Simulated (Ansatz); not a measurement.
# Decaying states in the gap of CsNa2NF6

A new crystal, CsNa2NF6: structure, gap and complex bands. It is built by putting Cs for Li in the Na2LiNF6 structure of space group Fm-3m, with the volume rescaled by atomic radii. The parent structure comes from the Materials Project.

Method: LDA DFT, plane waves, PAW files, in the first sound run; inputs show where later runs differ, in Ansatz 0.2.0.

The structure was built from a prototype and need not be the compound's stable phase.

### Step 1. Set-up

The structure is cubic, space group Fm-3m (No. 225). The conventional cell has a = 8.338 Å, b = 8.338 Å, c = 8.338 Å, α = 90.00°, β = 90.00°, γ = 90.00°. Na has 12 F at 2.95 Å nearest. Nearest to Cs lie 6 F at 2.18 Å. Nearest to N lie 6 F at 1.99 Å. F has 1 N at 1.99 Å and 1 Cs at 2.18 Å nearest. It derives from Na2LiNF6. Cs for Li in the Na2LiNF6 structure of space group Fm-3m. Farther neighbours and most contacts between anions are not listed.

### Step 2. Relaxing the new crystal

The substituted atoms don't fit the parent's cell, so cell and atoms relax together. A small smearing keeps the run stable in case the gap closes on the way.

input.yaml

```yaml
crystal:
  lattice:
    - [0.0, 4.1689338765, 4.1689338765]
    - [4.1689338765, 0.0, 4.1689338765]
    - [4.1689338765, 4.1689338765, 0.0]
  atoms:
    - { symbol: Na, position: [0.25, 0.25, 0.25] }
    - { symbol: Na, position: [0.75, 0.75, 0.75] }
    - { symbol: Cs, position: [0.5, 0.5, 0.5] }
    - { symbol: "N", position: [0.0, 0.0, 0.0] }
    - { symbol: F, position: [0.238884, 0.761116, 0.761116] }
    - { symbol: F, position: [0.238884, 0.761116, 0.238884] }
    - { symbol: F, position: [0.761116, 0.238884, 0.761116] }
    - { symbol: F, position: [0.761116, 0.761116, 0.238884] }
    - { symbol: F, position: [0.238884, 0.238884, 0.761116] }
    - { symbol: F, position: [0.761116, 0.238884, 0.238884] }
kpoints:
  mp_grid: { grid: [4, 4, 4] }
scf:
  occupations: { method: gaussian, width: 0.03 }
hamiltonian:
  xc: lda
output:
  forces: true
  stress: true
relax:
  f_tol: 0.02
  max_steps: 60
  cell: {}
```

Command:

```
$ ansatz run input.yaml --threads 2 --pin off --max-ram 4096MiB --backend cpu --events-out ev --progress --plain --runs-dir out
```

Numbers of over 12 decimals in the logs are rounded to 6 here.

What it wrote:

```text
Engine: ansatz 0.2.0, x86_64-unknown-linux-gnu
Pseudopotentials: kind: paw
Pseudopotential: Na, paw, valence charge 9, recommended cutoff 420 eV (normal), Na.paw.azcp
Pseudopotential: Cs, paw, valence charge 9, recommended cutoff 420 eV (normal), Cs.paw.azcp
Pseudopotential: N, paw, valence charge 5, recommended cutoff 420 eV (normal), N.paw.azcp
Pseudopotential: F, paw, valence charge 7, recommended cutoff 420 eV (normal), F.paw.azcp
Functional definition: SPW92
  exchange = slater_x
  correlation = pw_c
Crystal: 10 atoms, lattice volume = 144.912 Å³
Basis set: ecut = 420 eV, 2741 PW (Γ)
Bands: 47, of which v1, the nominal top of the filled ones, is band 37 counted from 1 (36 counted from 0)
Symmetry: 48 space group operations
Space group: Fm-3m (ITA 225), of the structure as read, at distance tolerance 5.3e-5 Å
k-points: 8 of 64
Non-local potential: Na, projectors of the file, l = 0: 3, l = 1: 2, l = 2: 1
Non-local potential: Cs, projectors of the file, l = 0: 3, l = 1: 2, l = 2: 2, l = 3: 2
Non-local potential: N, projectors of the file, l = 0: 2, l = 1: 2, l = 2: 1
Non-local potential: F, projectors of the file, l = 0: 2, l = 1: 2, l = 2: 1
PAW form: soft (Blöchl's): semilocal exchange-correlation on the pseudo side does not see the compensation charge
PAW frozen core: Na, regenerated for the run's functional, and the local potential with it (the file was generated under x = pbe(κ = 0.804, μ = 0.219515), c = pbe(β = 0.066725))
PAW frozen core: Cs, regenerated for the run's functional, and the local potential with it (the file was generated under x = pbe(κ = 0.804, μ = 0.219515), c = pbe(β = 0.066725))
PAW frozen core: N, regenerated for the run's functional, and the local potential with it (the file was generated under x = pbe(κ = 0.804, μ = 0.219515), c = pbe(β = 0.066725))
PAW frozen core: F, regenerated for the run's functional, and the local potential with it (the file was generated under x = pbe(κ = 0.804, μ = 0.219515), c = pbe(β = 0.066725))
PAW one-centre angular grid: Na, 110 points (default); XC on 64 Gauss nodes
PAW one-centre angular grid: Cs, 194 points (default); XC on 64 Gauss nodes
PAW one-centre angular grid: N, 110 points (default); XC on 64 Gauss nodes
PAW one-centre angular grid: F, 110 points (default); XC on 64 Gauss nodes
Initial density: superposition of atomic densities (neutral atoms: chi_scale 0, normalization atom), corrected by the library's trained network
Initial wavefunctions: pseudopotential atomic-orbital guess
Functional: x = slater, c = lda
SCF iter   1: F=—  HF=-13566.894622 eV  |F-HF|=—  |Δ(HF+E_count)|=         —  Δρ=1.68e-2  dr2=3.56e-1  ethr=1.77e-3  ⟨swp⟩=7.1  Hψ=1629  notcnv=0  defer=1
preconditioner: auto → Resta (q_TF=auto, 2.439 Å⁻¹)  ε∞=3.4  [insulator: Δε(μ)=0.630 eV  Ē_g=16.682 eV  σ=0.030 eV  W_gap=1.00  n_scr=26 (ndim 8)  ℏωp=25.8 eV  f_vac=0.179  D(μ)=0.00/eV (n_scr^D=0)  ε∞_Penn≈3.4]
SCF iter   2: F=—  HF=-13566.887799 eV  |F-HF|=—  |Δ(HF+E_count)|=   6.82e-3  Δρ=1.98e-2  dr2=6.60e-1  ethr=4.81e-4  ⟨swp⟩=2.0  Hψ=614  notcnv=0  defer=42
SCF iter   3: F=—  HF=-13566.826148 eV  |F-HF|=—  |Δ(HF+E_count)|=   6.17e-2  Δρ=4.88e-3  dr2=5.39e-2  ethr=4.81e-4  ⟨swp⟩=2.0  Hψ=544  notcnv=0  defer=42
SCF iter   4: F=—  HF=-13566.820021 eV  |F-HF|=—  |Δ(HF+E_count)|=   6.13e-3  Δρ=1.83e-3  dr2=4.51e-3  ethr=7.28e-5  ⟨swp⟩=1.9  Hψ=395  notcnv=0  defer=42
SCF iter   5: F=—  HF=-13566.819380 eV  |F-HF|=—  |Δ(HF+E_count)|=   6.41e-4  Δρ=3.63e-4  dr2=2.11e-4  ethr=6.10e-6  ⟨swp⟩=2.6  Hψ=491  notcnv=0  defer=42
SCF iter   6: F=—  HF=-13566.819387 eV  |F-HF|=—  |Δ(HF+E_count)|=   6.83e-6  Δρ=9.29e-5  dr2=1.02e-5  ethr=2.85e-7  ⟨swp⟩=1.0  Hψ=334  notcnv=0  defer=42
SCF iter   7: F=—  HF=-13566.819384 eV  |F-HF|=—  |Δ(HF+E_count)|=   2.54e-6  Δρ=1.56e-5  dr2=4.36e-7  ethr=1.38e-8  ⟨swp⟩=2.8  Hψ=553  notcnv=0  defer=42
SCF iter   8: F=-13566.819384 eV  HF=-13566.819384 eV  |F-HF|=1.07e-8  |Δ(HF+E_count)|=   3.07e-8  Δρ=4.32e-6  dr2=3.96e-8  ethr=1.35e-10  ⟨swp⟩=4.0  Hψ=1145  notcnv=0
SCF 1 converged in 8 iterations: F = -13566.819384 eV  dr2 = 3.96e-8
  greatest PAW one-centre occupation: 0.999 electrons in one spin orbital (limit 2), on the Na atom at site 1 (counted from 0), in its partial waves of l = 0
relax step   1: F+E_penalty+E_count = -13566.81938410 eV  Δ(F+E_penalty+E_count) = +0.000e0 eV  max|allowed force component| = 3.765e0 eV/Å  Δτ_max = 0.0000 Å  P = +8.897 GPa  Ω = 144.912 Å³  (8 SCF iters, dr2 threshold 1.00e-7 eV, accepted)
Crystal: 10 atoms, lattice volume = 159.275 Å³
Basis set: ecut = 420 eV, 3119 PW (Γ)
Initial density: handed on by an earlier stage of this run
Initial wavefunctions: those handed on with the density
SCF iter   1: F=—  HF=-13570.859856 eV  |F-HF|=—  |Δ(HF+E_count)|=         —  Δρ=5.19e-2  dr2=4.36e0  ethr=3.10e-3  ⟨swp⟩=5.1  Hψ=1294  notcnv=0
preconditioner: auto → Resta (q_TF=auto, 2.401 Å⁻¹)  ε∞=3.2  [insulator: Δε(μ)=3.084 eV  Ē_g=16.526 eV  σ=0.030 eV  W_gap=1.00  n_scr=26 (ndim 8)  ℏωp=24.6 eV  f_vac=0.219  D(μ)=0.00/eV (n_scr^D=0)  ε∞_Penn≈3.2]
SCF iter   2: F=—  HF=-13570.525745 eV  |F-HF|=—  |Δ(HF+E_count)|=   3.34e-1  Δρ=5.18e-2  dr2=2.97e0  ethr=3.10e-3  ⟨swp⟩=3.0  Hψ=678  notcnv=0  defer=42
SCF iter   3: F=—  HF=-13570.100134 eV  |F-HF|=—  |Δ(HF+E_count)|=   4.26e-1  Δρ=1.82e-2  dr2=1.91e-1  ethr=3.10e-3  ⟨swp⟩=2.0  Hψ=527  notcnv=0  defer=41
SCF iter   4: F=—  HF=-13570.058943 eV  |F-HF|=—  |Δ(HF+E_count)|=   4.12e-2  Δρ=4.51e-3  dr2=2.31e-2  ethr=2.58e-4  ⟨swp⟩=2.1  Hψ=547  notcnv=0  defer=42
SCF iter   5: F=—  HF=-13570.055789 eV  |F-HF|=—  |Δ(HF+E_count)|=   3.15e-3  Δρ=1.34e-3  dr2=4.18e-3  ethr=3.12e-5  ⟨swp⟩=2.0  Hψ=587  notcnv=0  defer=42
SCF iter   6: F=—  HF=-13570.055207 eV  |F-HF|=—  |Δ(HF+E_count)|=   5.82e-4  Δρ=6.62e-4  dr2=8.40e-4  ethr=5.65e-6  ⟨swp⟩=1.0  Hψ=334  notcnv=0  defer=42
SCF iter   7: F=—  HF=-13570.055080 eV  |F-HF|=—  |Δ(HF+E_count)|=   1.27e-4  Δρ=2.24e-4  dr2=9.39e-5  ethr=1.14e-6  ⟨swp⟩=1.1  Hψ=335  notcnv=0  defer=42
SCF iter   8: F=—  HF=-13570.055065 eV  |F-HF|=—  |Δ(HF+E_count)|=   1.54e-5  Δρ=4.34e-5  dr2=3.10e-6  ethr=1.27e-7  ⟨swp⟩=1.8  Hψ=340  notcnv=0  defer=42
SCF iter   9: F=-13570.055064 eV  HF=-13570.055064 eV  |F-HF|=6.63e-8  |Δ(HF+E_count)|=   4.11e-7  Δρ=6.53e-6  dr2=7.37e-8  ethr=1.35e-9  ⟨swp⟩=4.0  Hψ=1174  notcnv=0
SCF 2 converged in 9 iterations: F = -13570.055064 eV  dr2 = 7.37e-8
[...]
[... from here on, the SCF cycles and remarks between the steps are left out ...]
relax step   4: F+E_penalty+E_count = -13570.43353106 eV  Δ(F+E_penalty+E_count) = -3.785e-1 eV  max|allowed force component| = 4.023e-1 eV/Å  Δτ_max = 0.0693 Å  P = -1.273 GPa  Ω = 161.293 Å³  energy of the carried Pulay correction = -7.362e-2 eV  (11 SCF iters, accepted)
relax step   5: F+E_penalty+E_count = -13570.46689087 eV  Δ(F+E_penalty+E_count) = -3.336e-2 eV  max|allowed force component| = 3.168e-2 eV/Å  Δτ_max = 0.0185 Å  P = -0.311 GPa  Ω = 160.428 Å³  energy of the carried Pulay correction = -6.992e-2 eV  (6 SCF iters, dr2 threshold 1.00e-6 eV, accepted)
relax step   6: F+E_penalty+E_count = -13570.46939923 eV  Δ(F+E_penalty+E_count) = -2.508e-3 eV  max|allowed force component| = 5.780e-3 eV/Å  Δτ_max = 0.0011 Å  P = -0.057 GPa  Ω = 159.984 Å³  energy of the carried Pulay correction = -6.802e-2 eV  (6 SCF iters, dr2 threshold 2.42e-7 eV, accepted)
relax step   7: F+E_penalty+E_count = -13570.47000206 eV  Δ(F+E_penalty+E_count) = -6.028e-4 eV  max|allowed force component| = 5.544e-4 eV/Å  Δτ_max = 0.0005 Å  P = -0.010 GPa  Ω = 159.852 Å³  energy of the carried Pulay correction = -6.745e-2 eV  (6 SCF iters, dr2 threshold 8.21e-9 eV, accepted)
relax step   8: F+E_penalty+E_count = -13570.59577448 eV  Δ(F+E_penalty+E_count) = -1.258e-1 eV  max|allowed force component| = 4.450e-4 eV/Å  Δτ_max = 0.0000 Å  P = +1.297 GPa  Ω = 159.852 Å³  stress off target by 1.30e0 GPa  SCF on the basis re-selected at this cell (its energy is not comparable with the rows above)  (8 SCF iters)
relax step   9: F+E_penalty+E_count = -13570.59603374 eV  Δ(F+E_penalty+E_count) = -2.593e-4 eV  max|allowed force component| = 5.825e-4 eV/Å  Δτ_max = 0.0051 Å  P = +0.332 GPa  Ω = 162.867 Å³  energy of the carried Pulay correction = -1.491e-2 eV  (6 SCF iters, dr2 threshold 1.00e-6 eV, accepted)
relax step  10: F+E_penalty+E_count = -13570.59137954 eV  Δ(F+E_penalty+E_count) = +4.654e-3 eV  max|allowed force component| = 4.840e-4 eV/Å  Δτ_max = 0.0019 Å  P = +0.014 GPa  Ω = 163.934 Å³  energy of the carried Pulay correction = -2.072e-2 eV  (6 SCF iters, dr2 threshold 2.75e-7 eV, accepted)
relax step  11: F+E_penalty+E_count = -13570.61305350 eV  Δ(F+E_penalty+E_count) = -2.167e-2 eV  max|allowed force component| = 1.290e-3 eV/Å  Δτ_max = 0.0000 Å  P = +0.064 GPa  Ω = 163.934 Å³  stress off target by 6.39e-2 GPa  SCF on the basis re-selected at this cell (its energy is not comparable with the rows above)  (6 SCF iters)
relax step  12: F+E_penalty+E_count = -13570.61210309 eV  Δ(F+E_penalty+E_count) = +9.504e-4 eV  max|allowed force component| = 8.156e-5 eV/Å  Δτ_max = 0.0005 Å  P = +0.002 GPa  Ω = 164.157 Å³  energy of the carried Pulay correction = -9.980e-4 eV  (6 SCF iters, dr2 threshold 1.02e-8 eV, accepted)
iter 1 solved again at ethr=1.04e-7 eV; its pass at ethr=3.10e-3 eV (dr2=7.68e-5 eV) is discarded
SCF iter   1: F=—  HF=-13570.612000 eV  |F-HF|=—  |Δ(HF+E_count)|=         —  Δρ=1.52e-6  dr2=3.18e-9  ethr=1.04e-7  ⟨swp⟩=3.2  Hψ=2477  notcnv=0
eigensolver tolerance schedule: the retry pair's looser diagonalisation over-reported the residual by 24182.36 of it (diagonalisation noise at 4.27 of the residual, at the tolerance the schedule requests for it); recorded, not acted on — ethr = c·dr2/N_el stays at c = 1.0e-1
preconditioner: auto → Resta (q_TF=auto, 2.389 Å⁻¹)  ε∞=3.2  [insulator: Δε(μ)=2.738 eV  Ē_g=16.366 eV  σ=0.030 eV  W_gap=1.00  n_scr=26 (ndim 8)  ℏωp=24.2 eV  f_vac=0.229  D(μ)=0.00/eV (n_scr^D=0)  ε∞_Penn≈3.2]
SCF iter   2: F=—  HF=-13570.612103 eV  |F-HF|=—  |Δ(HF+E_count)|=   1.03e-4  Δρ=9.38e-7  dr2=1.71e-9  ethr=4.29e-12  ⟨swp⟩=3.0  Hψ=951  notcnv=0
SCF iter   3: F=—  HF=-13570.612103 eV  |F-HF|=—  |Δ(HF+E_count)|=  2.69e-10  Δρ=5.28e-7  dr2=5.78e-10  ethr=2.31e-12  ⟨swp⟩=1.9  Hψ=599  notcnv=0
SCF iter   4: F=—  HF=-13570.612103 eV  |F-HF|=—  |Δ(HF+E_count)|=  1.71e-10  Δρ=7.46e-7  dr2=6.19e-10  ethr=1.00e-12  ⟨swp⟩=2.0  Hψ=552  notcnv=0
SCF iter   5: F=-13570.612103 eV  HF=-13570.612103 eV  |F-HF|=5.09e-11  |Δ(HF+E_count)|=  1.35e-10  Δρ=1.52e-7  dr2=5.46e-11  ethr=1.00e-12  ⟨swp⟩=2.9  Hψ=1278  notcnv=0
SCF 13 converged in 5 iterations: F = -13570.612103 eV  dr2 = 5.46e-11
relax step  13: F+E_penalty+E_count = -13570.61210309 eV  Δ(F+E_penalty+E_count) = -1.273e-10 eV  max|allowed force component| = 7.098e-5 eV/Å  Δτ_max = 0.0000 Å  P = +0.003 GPa  Ω = 164.157 Å³  stress off target by 3.17e-3 GPa  SCF on the basis re-selected at this cell (its energy is not comparable with the rows above)  (5 SCF iters)
basis re-selected at this cell: Δ(F+E_penalty+E_count) = -1.273e-10 eV, ΔP = +0.002 GPa vs the last step (what re-selecting the basis moved, of the pressure what is left beyond the Pulay correction that the steps carried, after the strain that the cell walked since its last selection, with what the two solves' SCF thresholds leave and, on support functions, any second-order correction that the steps lacked; it is no  [...]
SCF converged after 5 iterations
Free energy (F): -13570.612103 eV
Harris-Foulkes:  -13570.612103 eV  (|F-HF|=5.09e-11)
Internal energy: -13570.612103 eV  (E = F + TS)
E sigma→0 (E₀):  -13570.612103 eV
Fermi energy:    3.451550 eV
--- Per-component energies (eV) ---
  E_band       = -785.514026
  E_kinetic    = 1725.827498
  E_local      = -7104.110855  (includes V_loc(G=0)·N_el)
  E_nonlocal   = 768.789024
  E_hartree    = 2622.823618
  E_xc         = -774.202201
  E_vxc        = -904.443809  (∫ρ·V_xc dr)
  E_paw        = -6627.599958  (= ΣΔE_a)
  E_vpaw       = -517.234995  (= ΣTr[D̂ρ^β])
  E_aug_tail   = 0.011915  (compensation charges beyond the density's cutoff)
  E_ewald      = -4183.463034
  E_core_change = 1.311891  (= ΣΔE_core)
  E_smearing   = -0.000000  (= −TS)
  E_closure    = 0.000000  (closes the sum)
  Σ components = -13570.612103   (vs F -13570.612103, Δ=0.00e0)
--- Forces (eV/Å), atoms counted from 1 ---
  atom   1  Na     0.00000000     0.00000000     0.00000000
  atom   2  Na    -0.00000000    -0.00000000     0.00000000
  atom   3  Cs     0.00000000    -0.00000000     0.00000000
  atom   4  N      0.00000000    -0.00000000     0.00000000
  atom   5  F      0.00007098     0.00000000     0.00000000
  atom   6  F     -0.00000000    -0.00007098    -0.00000000
  atom   7  F      0.00000000     0.00007098     0.00000000
  atom   8  F     -0.00000000     0.00000000     0.00007098
  atom   9  F      0.00000000    -0.00000000    -0.00007098
  atom  10  F     -0.00007098    -0.00000000    -0.00000000
  max |Σ_I F_I| component: 2.35e-19 eV/Å
--- Stress (GPa, compression-positive) ---
        0.003174      -0.000000      -0.000000
       -0.000000       0.003174      -0.000000
       -0.000000      -0.000000       0.003174
  P = ⅓ Tr σ = 0.0032 GPa (0.032 kbar)
--- Relaxed structure (10 steps of the walk, 9 accepted, 3 SCFs on fresh bases) ---
  F+E_penalty+E_count = -13570.61210309 eV   max|allowed force component| = 7.098e-5 eV/Å   (the final SCF, on the basis selected at the relaxed cell)
  cell:  # Å, volume = 164.1572 Å³
    - [0, 4.345869055529, 4.345869055529]
    - [4.345869055529, 0, 4.345869055529]
    - [4.345869055529, 4.345869055529, 0]
  atoms:
    - { symbol: Na, position: [0.25, 0.25, 0.25] }
    - { symbol: Na, position: [0.750000, 0.750000, 0.750000] }
    - { symbol: Cs, position: [0.5, 0.5, 0.5] }
    - { symbol: N, position: [-1.3373946042741134e-18, 0, 6.729233910664606e-19] }
    - { symbol: F, position: [0.204257, 0.795743, 0.795743] }
    - { symbol: F, position: [0.204257, 0.795743, 0.204257] }
    - { symbol: F, position: [0.795743, 0.204257, 0.795743] }
    - { symbol: F, position: [0.795743, 0.795743, 0.204257] }
    - { symbol: F, position: [0.204257, 0.204257, 0.795743] }
    - { symbol: F, position: [0.795743, 0.204257, 0.204257] }
```

The job ended after 30 s (2 threads of Intel Xeon Platinum 8488C (Sapphire Rapids), shared host; peak memory 0.52 GiB; 54 s of CPU time).

The steps of the relaxation:

| step | energy less that of the first step (eV) | largest force component (eV/Å) | pressure (GPa) | volume (Å³) |
| --- | --- | --- | --- | --- |
| 1 | 0.0000 | 3.7652 | 8.90 | 144.91 |
| 2 | -3.2357 | 1.4473 | -1.57 | 159.27 |
| 3 | -2.1931 | 3.6114 | 14.92 | 144.99 |
| 4 | -3.6141 | 0.4023 | -1.27 | 161.29 |
| 5 | -3.6475 | 0.0317 | -0.31 | 160.43 |
| 6 | -3.6500 | 0.0058 | -0.06 | 159.98 |
| 7 | -3.6506 | 0.0006 | -0.01 | 159.85 |
| 8* | -3.7764 | 0.0004 | 1.30 | 159.85 |
| 9 | -3.7766 | 0.0006 | 0.33 | 162.87 |
| 10 | -3.7720 | 0.0005 | 0.01 | 163.93 |
| 11* | -3.7937 | 0.0013 | 0.06 | 163.93 |
| 12 | -3.7927 | 0.0001 | 0.00 | 164.16 |
| 13* | -3.7927 | 0.0001 | 0.00 | 164.16 |

Relaxation steps marked * repeat the geometry before them on a plane-wave basis chosen anew for their cell, so energy and pressure can jump there. Relaxation step 3 was tried and not accepted.

The run keeps the 48 symmetry operations that it works with, so distortions that break them were not tested.

| conventional cell, symmetrised | before | after | change |
| --- | --- | --- | --- |
| a (Å) | 8.338 | 8.692 | +4.2 % |
| b (Å) | 8.338 | 8.692 | +4.2 % |
| c (Å) | 8.338 | 8.692 | +4.2 % |
| volume (Å³/atom) | 14.49 | 16.42 | +13.3 % |

The atoms that moved most (Å, as changes of fractional coordinates times the final cell):

| atom | dx | dy | dz | length |
| --- | --- | --- | --- | --- |
| F8 | 0.000 | 0.000 | 0.301 | 0.301 |
| F5 | 0.301 | 0.000 | 0.000 | 0.301 |
| F7 | 0.000 | 0.301 | 0.000 | 0.301 |
| F6 | 0.000 | -0.301 | 0.000 | 0.301 |
| F10 | -0.301 | 0.000 | 0.000 | 0.301 |
| F9 | 0.000 | 0.000 | -0.301 | 0.301 |

This step gave:

* free energy: -13570.6121 eV
* Fermi energy: 3.452 eV
* pressure: 0.003174 GPa

The largest force component on a free atom ends at 7.1e-5 eV/Å.

### Step 3. The bulk crystal and its band edges

The energy window and the wavevectors of the next steps follow from the band edges, so these are searched first, off the mesh as well.

input.yaml

```yaml
crystal:
  lattice:
    - [0.0, 4.3458690555, 4.3458690555]
    - [4.3458690555, 0.0, 4.3458690555]
    - [4.3458690555, 4.3458690555, 0.0]
  atoms:
    - { symbol: Na, position: [0.25, 0.25, 0.25] }
    - { symbol: Na, position: [0.75, 0.75, 0.75] }
    - { symbol: Cs, position: [0.5, 0.5, 0.5] }
    - { symbol: "N", position: [0.0, 0.0, 0.0] }
    - { symbol: F, position: [0.2042568939, 0.7957431061, 0.7957431061] }
    - { symbol: F, position: [0.2042568939, 0.7957431061, 0.2042568939] }
    - { symbol: F, position: [0.7957431061, 0.2042568939, 0.7957431061] }
    - { symbol: F, position: [0.7957431061, 0.7957431061, 0.2042568939] }
    - { symbol: F, position: [0.2042568939, 0.2042568939, 0.7957431061] }
    - { symbol: F, position: [0.7957431061, 0.2042568939, 0.2042568939] }
kpoints:
  mp_grid: { grid: [6, 6, 6] }
  band_path: { path: [VBM, CBM], npoints: 30 }
scf:
  occupations: { method: fixed }
hamiltonian:
  xc: lda
output:
  eigenvalues: true
  write_potential: true
  write_density: true
  volumetric_format: npy
```

What it wrote:

```text
[...]
Crystal: 10 atoms, lattice volume = 164.157 Å³
Basis set: ecut = 420 eV, 3143 PW (Γ)
Bands: 47, of which v1, the nominal top of the filled ones, is band 37 counted from 1 (36 counted from 0)
Symmetry: 48 space group operations
[...]
k-points: 16 of 216
[...]
SCF iter   1: F=—  HF=-13570.694913 eV  |F-HF|=—  |Δ(HF+E_count)|=         —  Δρ=1.45e-2  dr2=2.37e-1  ethr=1.77e-3  ⟨swp⟩=4.9  Hψ=2673  notcnv=0  defer=109
[...]
SCF iter   8: F=-13570.612663 eV  HF=-13570.612663 eV  |F-HF|=5.16e-9  |Δ(HF+E_count)|=   6.69e-8  Δρ=2.96e-6  dr2=1.86e-8  ethr=1.35e-10  ⟨swp⟩=9.7  Hψ=2819  notcnv=0
SCF 1 converged in 8 iterations: F = -13570.612663 eV  dr2 = 1.86e-8
[...]
NSCF: frozen V_eff on 16 k-points
[...]
SCF converged after 8 iterations
Free energy (F): -13570.612663 eV
[...]
Internal energy: -13570.612663 eV  (E = F + TS)
E sigma→0 (E₀):  -13570.612663 eV
Fermi energy:    2.082910 eV
[...]
--- Band table (eV; the first three rows and the last of 16) ---
  k-point 0: bands = [... 33 lower, 0.3967, 0.3967, 0.3967, 1.3474, 5.2960, 5.2960, 5.2960, 5.4116, ... 6 higher]
  k-point 1: bands = [... 33 lower, 0.3775, 0.3991, 0.3991, 1.5460, 5.1550, 5.1840, 5.1840, 5.7081, ... 6 higher]
  k-point 2: bands = [... 33 lower, 0.3369, 0.4806, 0.4806, 1.9094, 4.9482, 4.9482, 4.9887, 6.3235, ... 6 higher]
  k-point 15: bands = [... 33 lower, 0.1162, 0.2805, 0.3774, 1.4864, 4.9660, 5.2218, 5.2435, 7.4244, ... 6 higher]
```

The job ended after 14 s (2 threads; peak memory 0.52 GiB).

This step gave:

```yaml
free_energy: -13570.6127 eV
fermi_energy: 2.083 eV
gap_on_the_k_mesh: 2.738 eV
gap_on_path: 2.738 eV, by band count; negative where bands overlap
direct_gap_on_path: 2.738 eV
edge_places_on_path: 0, 0 1/A along the path
```

Levels at VBM (eV): -6.25, -6.25, -6.13, -6.13, -5.99, -5.86, -3.49, -3.49, -3.43, -2.79, -2.66, -2.66, -2.35, -2.35, -2.26, -1.94, -1.94, -1.77, -1.47, -1.47, 0.00, 2.74, 2.74, 2.82, 4.86, 5.14, 7.28, 7.28.

The searched edges give 2.74 eV, as on the mesh.

(Part 1 of 3 ends here.)

[Logs are printed without paths, hosts, clocks, repeated set-up lines and the standing remarks that a program may print on its own settings, such as how far it seeks lower states.]

[Hosts, paths, dates, database ids (printed as entryN), source tags and the programs' standing remarks are cut or masked in the printed files.]
